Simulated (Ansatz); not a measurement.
## 5-layer 1T-PbClI (AA) in a perpendicular field

Aim: how the 5-layer 1T-PbClI (AA) screens a field along its normal, and what the field does to its bands. A positive field points along +c.

Calculated with Ansatz 0.2.0; plane-wave DFT, PBE-D3(BJ), Ansatz PAW, in the first sound run; inputs show where later runs differ.

**1. The structure**

The cell holds 15 atoms: 5 I, 5 Pb and 5 Cl. Its edges and angles: a = 4.017 Å, b = 4.017 Å, c = 81.188 Å, α = 90.0°, β = 90.0°, γ = 120.0°. Regions: layer 1: 1T-PbClI, 3 atoms (1 I, 1 Pb and 1 Cl); layer 2: 1T-PbClI, 3 atoms (1 I, 1 Pb and 1 Cl); layer 3: 1T-PbClI, 3 atoms (1 I, 1 Pb and 1 Cl); layer 4: 1T-PbClI, 3 atoms (1 I, 1 Pb and 1 Cl); layer 5: 1T-PbClI, 3 atoms (1 I, 1 Pb and 1 Cl). Vacuum lies along c.

**2. Relaxing the slab**

The starting cell is a guess, so the in-plane lattice and the atoms are relaxed first, with the slab cut off from its images along the normal.

input.yaml

```yaml
crystal:
  lattice:
    - [4.017321, 0.0, 0.0]
    - [-2.0086605, 3.4791020412, 0.0]
    - [0.0, 0.0, 81.1881233038]
  atoms:
    - { symbol: I, position: [0.6666666667, 0.3333333333, 0.3454938833] }
    - { symbol: Pb, position: [0.0, 0.0, 0.3647478999] }
    - { symbol: Cl, position: [0.3333333333, 0.6666666667, 0.3757646244] }
    - { symbol: I, position: [0.6666666667, 0.3333333333, 0.4151792564] }
    - { symbol: Pb, position: [0.0, 0.0, 0.434433273] }
    - { symbol: Cl, position: [0.3333333333, 0.6666666667, 0.4454499975] }
    - { symbol: I, position: [0.6666666667, 0.3333333333, 0.4848646295] }
    - { symbol: Pb, position: [0.0, 0.0, 0.504118646] }
    - { symbol: Cl, position: [0.3333333333, 0.6666666667, 0.5151353705] }
    - { symbol: I, position: [0.6666666667, 0.3333333333, 0.5545500025] }
    - { symbol: Pb, position: [0.0, 0.0, 0.5738040191] }
    - { symbol: Cl, position: [0.3333333333, 0.6666666667, 0.5848207436] }
    - { symbol: I, position: [0.6666666667, 0.3333333333, 0.6242353756] }
    - { symbol: Pb, position: [0.0, 0.0, 0.6434893921] }
    - { symbol: Cl, position: [0.3333333333, 0.6666666667, 0.6545061167] }
  periodic: [true, true, false]
kpoints:
  mp_grid: { grid: [12, 12, 1] }
hamiltonian:
  xc: pbe
  dispersion: d3bj
scf:
  occupations: { method: fermi_dirac, width: 0.05 }
  convergence: { dr2_threshold: 1.0e-09 }
relax:
  f_tol: 0.004
  max_steps: 90
  cell: {}
output:
  write_potential: true
  write_density: true
  volumetric_format: npy
```

Started as:

```console
ansatz run input.yaml --threads 4 --pin off --max-ram 12288MiB --backend cpu --events-out ev --progress --plain --runs-dir out
```

Planned after this: atoms held, field 0, start network; atoms held, field 0.1 V/Å; atoms held, field -0.1 V/Å; atoms held, field 0.5 V/Å; single point, field -0.3 V/Å; response, atoms held; the same run with other settings; varying the input. Settings of the main run: cutoff 420 eV, 12×12×1 k-mesh, Fermi-Dirac occupations, smearing width 0.02585 eV, 5 layers, stack 5-layer 1T-PbClI (AA), PAW set soft 2.

What does the calculation give for the gap without field and step between the vacuum levels?

The induced dipole equals that of a perfect conductor 23.89 Å thick, while the outer atoms lie 28.58 Å apart; an out-of-plane ε follows only once a thickness t is chosen, by 1 − 1/ε = 23.89 Å / t. The two faces differ: the vacuum level above lies 1.27 eV higher than the one below. The gap of 1.98 eV is closed at 0.5 V/Å.

- gap without field: 1.98 eV
- ionisation energy, upper face: 7.01 eV
- electron affinity, upper face: 5.03 eV
- step between the vacuum levels: 1.27 eV
- equivalent conductor thickness, atoms held: 23.9 Å

With the field reversed the gap is 2.51 eV at -0.1 V/Å. Semilocal functionals give gaps that are too small, and excitons are not included. Atoms moved by up to 1.8 Å in the relaxation, so the end structure is to be read from its coordinates and not from the name. Spin-orbit coupling is left out, which matters for the bands of elements this heavy.

[Logs are printed without paths, hosts, clocks, repeated set-up lines and the standing remarks that a program may print on its own settings, such as how far it seeks lower states.]

[Hosts, paths, dates, database ids (printed as entryN), source tags and the programs' standing remarks are cut or masked in the printed files.]

[Maps of the electrostatic potential energy from Ansatz leave out the sawtooth potential of an applied field or a dipole correction, so their vacuum need not be flat; planar profiles and work functions include it.]
